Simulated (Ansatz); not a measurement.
# AlVPt5: relaxing a made-up structure

Starting from a made-up structure for AlVPt5, the aim is the relaxed cell, its shortest contacts and, where a second run follows, its electronic structure.

Main program and level: Ansatz 0.2.0; DFT, PBE, plane-wave PAW, files of the set soft_1, scalar-relativistic, ferromagnetic start, cell and ions relaxed at zero pressure; PAW set soft_1.

## Step 1: Starting point

The structure is tetragonal, space group P4/mmm (No. 123). The conventional cell has a = 3.933 Å, b = 3.933 Å, c = 6.646 Å, α = 90.00°, β = 90.00°, γ = 90.00°. Nearest to Pt lie 8 Pt at 2.76 Å and 4 Al at 2.78 Å. Pt has 2 V at 2.41 Å and 7 Pt at 2.76 to 2.78 Å and 2 Al at 2.76 Å nearest. V has 8 Pt at 2.41 Å nearest. Al has 12 Pt at 2.76 to 2.78 Å nearest. Farther neighbours are not listed.

## Step 2: Relaxing cell and atoms

The guess takes its coordinates from another compound and its volume from a rule, so the cell and any free coordinates are relaxed together.

input.yaml

```yaml
crystal:
  lattice:
    - [3.933, 0.0, 0.0]
    - [0.0, 3.933, 0.0]
    - [0.0, 0.0, 6.646]
  atoms:
    - { symbol: Pt, position: [0.0, 0.0, 0.0] }
    - { symbol: Pt, position: [0.5, 0.0, 0.709] }
    - { symbol: Pt, position: [0.5, 0.0, 0.291] }
    - { symbol: Pt, position: [0.0, 0.5, 0.709] }
    - { symbol: Pt, position: [0.0, 0.5, 0.291] }
    - { symbol: V, position: [0.0, 0.0, 0.5], spin: 2.0 }
    - { symbol: Al, position: [0.5, 0.5, 0.0] }
magnetization:
  spin_polarized: true
kpoints:
  mp_grid: { grid: [7, 7, 4] }
scf:
  occupations: { method: fermi_dirac, width: 0.05 }
hamiltonian:
  xc: pbe
  pseudopotentials: { kind: paw, azcp: { folder: soft_1 } }
relax:
  f_tol: 0.015
  max_steps: 70
  cell: {}
output:
  forces: true
  stress: true
```

The run is started by

```bash
> ansatz run input.yaml --threads 4 --pin off --max-ram 10240MiB --backend cpu --events-out ev --progress --plain --runs-dir out
```

Numbers of over 12 decimals in the logs are rounded to 6 here.

What it wrote:

```text
Engine: ansatz 0.2.0, x86_64-unknown-linux-gnu
Pseudopotentials: kind: paw
Pseudopotential: Pt, paw, valence charge 18, recommended cutoff 420 eV (normal), soft_1/Pt.paw.azcp
Pseudopotential: V, paw, valence charge 13, recommended cutoff 420 eV (normal), soft_1/V.paw.azcp
Pseudopotential: Al, paw, valence charge 3, recommended cutoff 420 eV (normal), soft_1/Al.paw.azcp
Functional definition: PBE
  parameter kappa = 0.804
  parameter beta = 0.066725
  exchange = pbe_x(kappa = kappa, mu = beta*pi^2/3)
  correlation = pbe_c(beta = beta)
Crystal: 7 atoms, lattice volume = 102.804 Å³
Basis set: ecut = 420 eV, 2055 PW (Γ), exchange–correlation on 54×54×90 points (8 copies of the dense FFT grid, shifted against one another)
Bands: 65, of which v1, the nominal top of the filled ones, is band 53 counted from 1 (52 counted from 0)
Symmetry: 16 space group operations
Space group: P4/mmm (ITA 123), of the structure as read, at distance tolerance 4.7e-5 Å
Magnetic group: BNS 123.339 (UNI 999), of the structure as read, at distance tolerance 4.7e-5 Å
k-points: 30 of 196
Non-local potential: Pt, projectors of the file, l = 0: 3, l = 1: 2, l = 2: 2, l = 3: 1
Non-local potential: V, projectors of the file, l = 0: 3, l = 1: 2, l = 2: 3, l = 3: 1
Non-local potential: Al, projectors of the file, l = 0: 2, l = 1: 2, l = 2: 1
PAW form: soft (Blöchl's): semilocal exchange-correlation on the pseudo side does not see the compensation charge
PAW one-centre angular grid: Pt, 590 points (default); XC on 64 Gauss nodes
PAW one-centre angular grid: V, 590 points (default); XC on 64 Gauss nodes
PAW one-centre angular grid: Al, 110 points (default); XC on 64 Gauss nodes
Initial density: superposition of atomic densities (chi_scale 0.1, normalization cell, long waves kept (reshape's long-wave potential 0.03 eV rms))
Starting moments: Σ|m| = 2 μB on 1 of 7 sites
Initial wavefunctions: pseudopotential atomic-orbital guess
Functional: x = pbe(κ = 0.804, μ = 0.219515), c = pbe(β = 0.066725)
SCF iter   1: F=—  HF=-66077.873950 eV  |F-HF|=—  |Δ(HF+E_count)|=         —  Δρ=6.82e-2 (↑6.35e-2 ↓6.82e-2)  dr2=2.37e1  dr2_m=2.24e-1  M=0.995 μB ∫|m|=1.716 μB  β_m=0.30  ethr=3.10e-3  ⟨swp⟩=6.0  Hψ=13085  notcnv=0  defer=3
Mixer restart at iter 1: flushing history
preconditioner: auto → Kerker (q_TF=auto, 2.742 Å⁻¹)  [metal: Δε(μ)=0.024 eV  Ē_g=7.433 eV  σ=0.050 eV  W_gap=0.12  n_scr=36 (ndim 8)  ℏωp=27.9 eV  f_vac=0.000  D(μ)=4.84/eV (n_scr^D=38)]
spin=Collinear: Kerker preconditioning applied to the charge; magnetization (m = ρ↑ − ρ↓) channel mixes plain (no charge-response kernel on spin).
SCF iter   2: F=—  HF=-66076.402060 eV  |F-HF|=—  |Δ(HF+E_count)|=    1.47e0  Δρ=4.32e-2 (↑3.87e-2 ↓4.32e-2)  dr2=9.26e0  dr2_m=1.99e-1  M=0.925 μB ∫|m|=1.588 μB  β_m=0.52  ethr=3.10e-3  ⟨swp⟩=2.0  Hψ=6505  notcnv=0  defer=214
SCF iter   3: F=—  HF=-66075.498450 eV  |F-HF|=—  |Δ(HF+E_count)|=   9.04e-1  Δρ=1.36e-2 (↑1.19e-2 ↓1.36e-2)  dr2=8.42e-1  dr2_m=8.41e-2  M=0.750 μB ∫|m|=1.263 μB  β_m=0.76  ethr=3.10e-3  ⟨swp⟩=2.3  Hψ=6161  notcnv=0  defer=214
SCF iter   4: F=—  HF=-66075.497216 eV  |F-HF|=—  |Δ(HF+E_count)|=   1.23e-3  Δρ=1.39e-2 (↑1.39e-2 ↓5.60e-3)  dr2=2.09e-1  dr2_m=5.74e-2  M=0.456 μB ∫|m|=0.871 μB  β_m=0.70  ethr=7.94e-4  ⟨swp⟩=2.3  Hψ=5057  notcnv=0  defer=195
SCF iter   5: F=—  HF=-66075.666798 eV  |F-HF|=—  |Δ(HF+E_count)|=         —  Δρ=1.69e-2 (↑1.69e-2 ↓1.02e-2)  dr2=9.99e-2  dr2_m=1.67e-1  M=0.098 μB ∫|m|=0.268 μB  β_m=0.70  ethr=1.97e-4  ⟨swp⟩=2.3  Hψ=6367  notcnv=0  defer=195
Mixer restart at iter 5: flushing history
SCF iter   6: F=—  HF=-66075.663508 eV  |F-HF|=—  |Δ(HF+E_count)|=   3.29e-3  Δρ=6.59e-3 (↑6.59e-3 ↓5.53e-3)  dr2=1.27e-2  dr2_m=3.29e-2  M=0.050 μB ∫|m|=0.145 μB  β_m=0.85  ethr=9.43e-5  ⟨swp⟩=2.4  Hψ=6556  notcnv=0  defer=195
SCF iter   7: F=—  HF=-66075.658209 eV  |F-HF|=—  |Δ(HF+E_count)|=   5.30e-3  Δρ=1.43e-3 (↑1.43e-3 ↓8.80e-4)  dr2=6.22e-3  dr2_m=5.67e-4  M=0.008 μB ∫|m|=0.030 μB  β_m=0.78  ethr=1.20e-5  ⟨swp⟩=2.2  Hψ=6830  notcnv=0  defer=174
SCF iter   8: F=—  HF=-66075.656721 eV  |F-HF|=—  |Δ(HF+E_count)|=   1.49e-3  Δρ=7.16e-4 (↑4.18e-4 ↓7.16e-4)  dr2=1.59e-3  dr2_m=3.34e-5  M=0.002 μB ∫|m|=0.012 μB  β_m=0.89  ethr=5.87e-6  ⟨swp⟩=2.0  Hψ=6345  notcnv=0  defer=174
SCF iter   9: F=—  HF=-66075.657530 eV  |F-HF|=—  |Δ(HF+E_count)|=   8.09e-4  Δρ=4.13e-4 (↑2.75e-4 ↓4.13e-4)  dr2=9.51e-4  dr2_m=7.67e-6  M=0.001 μB ∫|m|=0.005 μB  β_m=0.94  ethr=1.50e-6  ⟨swp⟩=2.0  Hψ=5662  notcnv=0  defer=170
SCF iter  10: F=—  HF=-66075.657467 eV  |F-HF|=—  |Δ(HF+E_count)|=   6.31e-5  Δρ=1.03e-4 (↑1.03e-4 ↓8.98e-5)  dr2=3.57e-5  dr2_m=2.60e-6  M=0.001 μB ∫|m|=0.002 μB  β_m=0.85  ethr=8.98e-7  ⟨swp⟩=2.1  Hψ=5077  notcnv=0  defer=170
SCF iter  11: F=—  HF=-66075.657479 eV  |F-HF|=—  |Δ(HF+E_count)|=   1.25e-5  Δρ=5.03e-5 (↑1.50e-5 ↓5.03e-5)  dr2=4.10e-6  dr2_m=6.41e-7  M=0.000 μB ∫|m|=0.001 μB  β_m=0.81  ethr=3.37e-8  ⟨swp⟩=2.0  Hψ=6091  notcnv=0  defer=164
SCF iter  12: F=—  HF=-66075.657480 eV  |F-HF|=—  |Δ(HF+E_count)|=   2.02e-7  Δρ=1.49e-5 (↑1.49e-5 ↓7.22e-6)  dr2=4.92e-7  dr2_m=4.29e-8  M=0.000 μB ∫|m|=0.000 μB  β_m=0.87  ethr=3.86e-9  ⟨swp⟩=2.0  Hψ=6790  notcnv=0  defer=164
SCF iter  13: F=—  HF=-66075.657480 eV  |F-HF|=—  |Δ(HF+E_count)|=   1.28e-8  Δρ=2.89e-6 (↑2.89e-6 ↓1.94e-6)  dr2=2.94e-8  dr2_m=2.89e-9  M=-0.000 μB ∫|m|=0.000 μB  β_m=0.94  ethr=4.64e-10  ⟨swp⟩=2.0  Hψ=6154  notcnv=0  defer=164
SCF iter  14: F=—  HF=-66075.657480 eV  |F-HF|=—  |Δ(HF+E_count)|=   2.97e-9  Δρ=1.03e-6 (↑1.03e-6 ↓6.32e-7)  dr2=4.42e-9  dr2_m=3.39e-10  M=-0.000 μB ∫|m|=0.000 μB  β_m=0.97  ethr=2.77e-11  ⟨swp⟩=1.5  Hψ=3994  notcnv=0  defer=164
SCF iter  15: F=-66075.657480 eV  HF=-66075.657480 eV  |F-HF|=1.31e-10  |Δ(HF+E_count)|=  5.68e-10  Δρ=1.93e-7 (↑1.93e-7 ↓1.61e-7)  dr2=3.24e-10  dr2_m=6.03e-12  M=-0.000 μB ∫|m|=0.000 μB  ethr=4.17e-12  ⟨swp⟩=1.0  Hψ=8720  notcnv=0
WARN: the starting moments were not kept: the SCF closed with an absolute magnetisation of 7.2e-6 μB, where they sum to 2 μB in size (1 site). That is at most 0.1 of that sum. Measured as dr2_m measures the in/out step, that magnetisation stands 5.9e-12 eV from none, at or under the dr2_threshold of 1.0e-7 eV: it is no larger than a step whose dr2_m would equal this threshold. The system may hold no moment; this SCF  [...]
SCF 1 converged in 15 iterations: F = -66075.657480 eV  dr2 = 3.24e-10
  greatest PAW one-centre occupation: 1.000 electrons in one spin orbital (limit 2), on the Pt atom at site 4 (counted from 0), in its partial waves of l = 0
[...]
relax step   4: F+E_penalty+E_count = -66076.52069330 eV  Δ(F+E_penalty+E_count) = -2.104e-2 eV  max|allowed force component| = 6.957e-3 eV/Å  Δτ_max = 0.0149 Å  P = +0.787 GPa  Ω = 111.128 Å³  energy of the carried Pulay correction = -6.258e-3 eV  (9 SCF iters, dr2 threshold 7.00e-7 eV, accepted)
[...]
relax step   5: F+E_penalty+E_count = -66076.52190166 eV  Δ(F+E_penalty+E_count) = -1.208e-3 eV  max|allowed force component| = 2.106e-3 eV/Å  Δτ_max = 0.0002 Å  P = +0.227 GPa  Ω = 111.427 Å³  energy of the carried Pulay correction = -6.474e-3 eV  (8 SCF iters, dr2 threshold 7.00e-7 eV, accepted)
[...]
relax step   6: F+E_penalty+E_count = -66076.52192591 eV  Δ(F+E_penalty+E_count) = -2.425e-5 eV  max|allowed force component| = 2.579e-4 eV/Å  Δτ_max = 0.0000 Å  P = +0.003 GPa  Ω = 111.548 Å³  energy of the carried Pulay correction = -6.561e-3 eV  (9 SCF iters, dr2 threshold 2.10e-7 eV, accepted)
[...]
relax step   7: F+E_penalty+E_count = -66076.52890858 eV  Δ(F+E_penalty+E_count) = -6.983e-3 eV  max|allowed force component| = 1.281e-3 eV/Å  Δτ_max = 0.0000 Å  P = +0.020 GPa  Ω = 111.548 Å³  stress off target by 1.11e-1 GPa  SCF on the basis re-selected at this cell (its energy is not comparable with the rows above)  (14 SCF iters)
[...]
relax step   8: F+E_penalty+E_count = -66076.52895838 eV  Δ(F+E_penalty+E_count) = -4.980e-5 eV  max|allowed force component| = 8.121e-4 eV/Å  Δτ_max = 0.0000 Å  P = +0.007 GPa  Ω = 111.558 Å³  energy of the carried Pulay correction = -4.390e-6 eV  (9 SCF iters, dr2 threshold 3.10e-8 eV, accepted)
iter 1 solved again at ethr=1.72e-7 eV; its pass at ethr=3.10e-3 eV (dr2=1.82e-4 eV) is discarded
SCF iter   1: F=—  HF=-66076.528962 eV  |F-HF|=—  |Δ(HF+E_count)|=         —  Δρ=1.64e-6 (↑1.63e-6 ↓1.64e-6)  dr2=3.77e-9  dr2_m=3.37e-13  M=0.000 μB ∫|m|=0.000 μB  β_m=0.65  ethr=1.72e-7  ⟨swp⟩=3.9  Hψ=23214  notcnv=0
eigensolver tolerance schedule: the retry pair's looser diagonalisation over-reported the residual by 48314.84 of it (diagonalisation noise at an unbounded share of the residual, at the tolerance the schedule requests for it); recorded, not acted on — ethr = c·dr2/N_el stays at c = 1.0e-1
preconditioner: auto → Kerker (q_TF=auto, 2.423 Å⁻¹)  [metal: Δε(μ)=0.009 eV  Ē_g=6.724 eV  σ=0.050 eV  W_gap=0.04  n_scr=36 (ndim 8)  ℏωp=26.8 eV  f_vac=0.007  D(μ)=4.74/eV (n_scr^D=38)]
spin=Collinear: Kerker preconditioning applied to the charge; magnetization (m = ρ↑ − ρ↓) channel mixes plain (no charge-response kernel on spin).
SCF iter   2: F=—  HF=-66076.528969 eV  |F-HF|=—  |Δ(HF+E_count)|=   6.38e-6  Δρ=7.10e-7 (↑7.10e-7 ↓7.09e-7)  dr2=1.17e-9  dr2_m=2.96e-13  M=0.000 μB ∫|m|=0.000 μB  β_m=0.46  ethr=3.56e-12  ⟨swp⟩=4.0  Hψ=10772  notcnv=0
SCF iter   3: F=—  HF=-66076.528969 eV  |F-HF|=—  |Δ(HF+E_count)|=  1.16e-10  Δρ=4.39e-7 (↑4.38e-7 ↓4.39e-7)  dr2=2.47e-10  dr2_m=1.44e-13  M=0.000 μB ∫|m|=0.000 μB  β_m=0.72  ethr=1.10e-12  ⟨swp⟩=2.5  Hψ=5486  notcnv=0
SCF iter   4: F=—  HF=-66076.528969 eV  |F-HF|=—  |Δ(HF+E_count)|=  3.06e-10  Δρ=6.41e-8 (↑6.41e-8 ↓6.34e-8)  dr2=1.82e-11  dr2_m=1.87e-14  M=0.000 μB ∫|m|=0.000 μB  β_m=0.82  ethr=1.00e-12  ⟨swp⟩=1.5  Hψ=3932  notcnv=0
SCF iter   5: F=—  HF=-66076.528969 eV  |F-HF|=—  |Δ(HF+E_count)|=  1.46e-11  Δρ=2.99e-8 (↑2.99e-8 ↓2.75e-8)  dr2=5.85e-12  dr2_m=3.56e-15  M=0.000 μB ∫|m|=0.000 μB  β_m=0.91  ethr=1.00e-12  ⟨swp⟩=1.0  Hψ=3900  notcnv=0
SCF iter   6: F=—  HF=-66076.528969 eV  |F-HF|=—  |Δ(HF+E_count)|=    0.00e0  Δρ=2.73e-8 (↑2.73e-8 ↓2.60e-8)  dr2=5.65e-12  dr2_m=9.41e-16  M=0.000 μB ∫|m|=0.000 μB  β_m=0.95  ethr=1.00e-12  ⟨swp⟩=1.0  Hψ=3900  notcnv=0
SCF iter   7: F=-66076.528969 eV  HF=-66076.528969 eV  |F-HF|=1.46e-11  |Δ(HF+E_count)|=    0.00e0  Δρ=5.51e-8 (↑5.51e-8 ↓5.47e-8)  dr2=3.15e-11  dr2_m=6.17e-17  M=0.000 μB ∫|m|=0.000 μB  ethr=1.00e-12  ⟨swp⟩=2.0  Hψ=9544  notcnv=0
the starting moments were not kept: the SCF closed with an absolute magnetisation of 3.1e-8 μB, where they sum to 2 μB in size (1 site). That is at most 0.1 of that sum. Measured as dr2_m measures the in/out step, that magnetisation stands 2.4e-16 eV from none, at or under the dr2_threshold of 7.0e-11 eV: it is no larger than a step whose dr2_m would equal this threshold.
SCF 9 converged in 7 iterations: F = -66076.528969 eV  dr2 = 3.15e-11
relax step   9: F+E_penalty+E_count = -66076.52896886 eV  Δ(F+E_penalty+E_count) = -1.048e-5 eV  max|allowed force component| = 8.206e-4 eV/Å  Δτ_max = 0.0000 Å  P = +0.007 GPa  Ω = 111.558 Å³  stress off target by 1.08e-2 GPa  SCF on the basis re-selected at this cell (its energy is not comparable with the rows above)  (7 SCF iters)
basis re-selected at this cell: Δ(F+E_penalty+E_count) = -1.048e-5 eV, ΔP = -0.000 GPa vs the last step (what re-selecting the basis moved, of the pressure what is left beyond the Pulay correction that the steps carried, after the strain that the cell walked since its last selection, with what the two solves' SCF thresholds leave and, on support functions, any second-order correction that the steps lacked; it is no m [...]
SCF converged after 7 iterations
Magnetization: 0.0000 μB (53.0000 up, 53.0000 down)
Absolute magnetization: 0.0000 μB (∫|ρ↑−ρ↓|, with the PAW one-centre terms)
Spin contamination: 0.0000 ħ² per cell (⟨S²⟩ above its minimum at these occupations)
Per-site moments (μB) at R_I (Å): [(-1.4082957734181605e-9, 1.146811), (-2.0109023809739493e-9, 1.046695), (-2.010902389054143e-9, 1.046695), (-2.010902558726398e-9, 1.046695), (-2.0109024943768516e-9, 1.046695), (1.5970450049894308e-8, 1.046695), (5.639977822982632e-10, 1.146811)]
Free energy (F): -66076.528969 eV
Harris-Foulkes:  -66076.528969 eV  (|F-HF|=1.46e-11)
Internal energy: -66076.492073 eV  (E = F + TS)
E sigma→0 (E₀):  -66076.510521 eV
Entropy (-TS):   -0.036896 eV (-5.271 meV/atom)
Fermi energy:    18.687807 eV
--- Per-component energies (eV) ---
  E_band       = -1150.395815
  E_kinetic    = 3303.310197
  E_local      = -10435.717584  (includes V_loc(G=0)·N_el)
  E_nonlocal   = 1105.495583
  E_hartree    = 4106.819517
  E_xc         = -1316.095717
  E_vxc        = -1533.887407  (∫ρ·V_xc dr)
  E_paw        = -49013.059949  (= ΣΔE_a)
  E_vpaw       = -1803.242478  (= ΣTr[D̂ρ^β])
  E_aug_tail   = 0.006814  (compensation charges beyond the density's cutoff)
  E_ewald      = -13827.250935
  E_smearing   = -0.036896  (= −TS)
  E_closure    = -0.000000  (closes the sum)
  Σ components = -66076.528969   (vs F -66076.528969, Δ=0.00e0)
--- Forces (eV/Å), atoms counted from 1 ---
  atom   1  Pt    -0.00000000     0.00000000     0.00000000
  atom   2  Pt     0.00000000     0.00000000     0.00082056
  atom   3  Pt     0.00000000     0.00000000    -0.00082056
  atom   4  Pt     0.00000000     0.00000000     0.00082056
  atom   5  Pt     0.00000000     0.00000000    -0.00082056
  atom   6  V     -0.00000000     0.00000000     0.00000000
  atom   7  Al     0.00000000    -0.00000000     0.00000000
  max |Σ_I F_I| component: 6.94e-18 eV/Å
--- Stress (GPa, compression-positive) ---
        0.005018       0.000000       0.000000
        0.000000       0.005018       0.000000
        0.000000       0.000000       0.010769
  P = ⅓ Tr σ = 0.0069 GPa (0.069 kbar)
--- Relaxed structure (7 steps of the walk, 7 accepted, 2 SCFs on fresh bases) ---
  F+E_penalty+E_count = -66076.52896886 eV   max|allowed force component| = 8.206e-4 eV/Å   (the final SCF, on the basis selected at the relaxed cell)
  cell:  # Å, volume = 111.5583 Å³
    - [3.931722, 0, 0.0]
    - [0, 3.931722, 0.0]
    - [0.0, 0.0, 7.216661]
  atoms:
    - { symbol: Pt, position: [0, 0, 0] }
    - { symbol: Pt, position: [0.5, 0, 0.722315] }
    - { symbol: Pt, position: [0.5, 0, 0.277685] }
    - { symbol: Pt, position: [0, 0.5, 0.722315] }
    - { symbol: Pt, position: [0, 0.5, 0.277685] }
    - { symbol: V, position: [0, 0, 0.5] }
    - { symbol: Al, position: [0.5, 0.5, 0] }
```

It took 20 s on 4 threads of AMD EPYC 9B45 (Zen 5), shared host; peak memory 0.74 GiB; 76 s of CPU time.

Step by step:

```csv
step,energy less that of the first step (eV),largest force component (eV/Å),pressure (GPa),volume (Å³)
1,0.0000,1.4494,21.90,102.80
2,-0.7492,0.4000,-3.21,113.49
3,-0.8422,0.1243,-0.30,111.71
4,-0.8632,0.0070,0.79,111.13
5,-0.8644,0.0021,0.23,111.43
6,-0.8644,0.0003,0.00,111.55
7*,-0.8714,0.0013,0.02,111.55
8,-0.8715,0.0008,0.01,111.56
9*,-0.8715,0.0008,0.01,111.56
```

Relaxation steps marked * repeat the geometry before them on a plane-wave basis chosen anew for their cell, so energy and pressure can jump there.

Forces are held to the 16 operations that the run works with; a distortion that breaks them can't arise in this run.

```csv
"conventional cell, symmetrised",before,after,change
a (Å),3.933,3.932,-0.0 %
b (Å),3.933,3.932,-0.0 %
c (Å),6.646,7.217,+8.6 %
volume (Å³/atom),14.69,15.94,+8.5 %
```

The atoms that moved most (Å, as changes of fractional coordinates times the final cell):

```csv
atom,dx,dy,dz,length
Pt2,0.000,0.000,0.096,0.096
Pt4,0.000,0.000,0.096,0.096
Pt3,0.000,0.000,-0.096,0.096
Pt5,0.000,0.000,-0.096,0.096
```

Final coordinates:

```
Pt V Al
1.0
     3.93172    0.00000    0.00000
     0.00000    3.93172    0.00000
     0.00000    0.00000    7.21666
Pt V Al
5 1 1
Cartesian
  0.0000 0.0000 0.0000
  1.9659 0.0000 5.2127
  1.9659 0.0000 2.0040
  0.0000 1.9659 5.2127
  0.0000 1.9659 2.0040
  0.0000 0.0000 3.6083
  1.9659 1.9659 0.0000
```

Numbers from this step:

```
free energy             : -66076.5290 eV
energy at zero smearing : -66076.5105 eV
smearing term TS        : 0.03690 eV
Fermi energy            : 18.69 eV
electrons               : 106
symmetry operations     : 16
pressure                : 0.006935 GPa
```

The shortest distance of each pair, which need not be the same contact before and after:

```csv
pair,guess (Å),relaxed (Å)
Pt–V,2.408,2.537
Pt–Pt,2.758,2.780
Al–Pt,2.758,2.780
V–V,3.933,3.932
Al–Al,3.933,3.932
```

The relaxation ends with a largest force component of 8.2e-4 eV/Å and a pressure of 0.01 GPa. No moment survives the cycle: this start ends non-magnetic.

## Step 3: Outcome

```json
{
  "space group, relaxed": "P4/mmm",
  "conventional cell": "a = 3.932, b = 3.932, c = 7.217 Å; α = 90.0°, β = 90.0°, γ = 90.0°",
  "volume per atom": "15.94 Å³ (guess 14.69)",
  "total moment": "0.00 μB in the cell of 7 atoms"
}
```

What this shows: AlVPt5 relaxes to P4/mmm with a = 3.932, b = 3.932 and c = 7.217 Å. The guessed volume was 8 % too small. The space group P4/mmm was held in the relaxation, so the end point is a stationary structure within it and may be a saddle against distortions or other arrangements. The moments died out from this one start and weren't seeded again at the relaxed cell. Mesh and cutoff weren't tested. A vector of the cell changed its length by 9 %, more than the volume shows. Spin-orbit coupling is left out, which can matter for elements this heavy. No dispersion term is used, so weakly bound directions may come out too long. Nothing here tests whether the compound is stable against decomposition.

[Logs are printed without paths, hosts, clocks, repeated set-up lines and the standing remarks that a program may print on its own settings, such as how far it seeks lower states.]

[Hosts, paths, dates, database ids (printed as entryN), source tags and the programs' standing remarks are cut or masked in the printed files.]
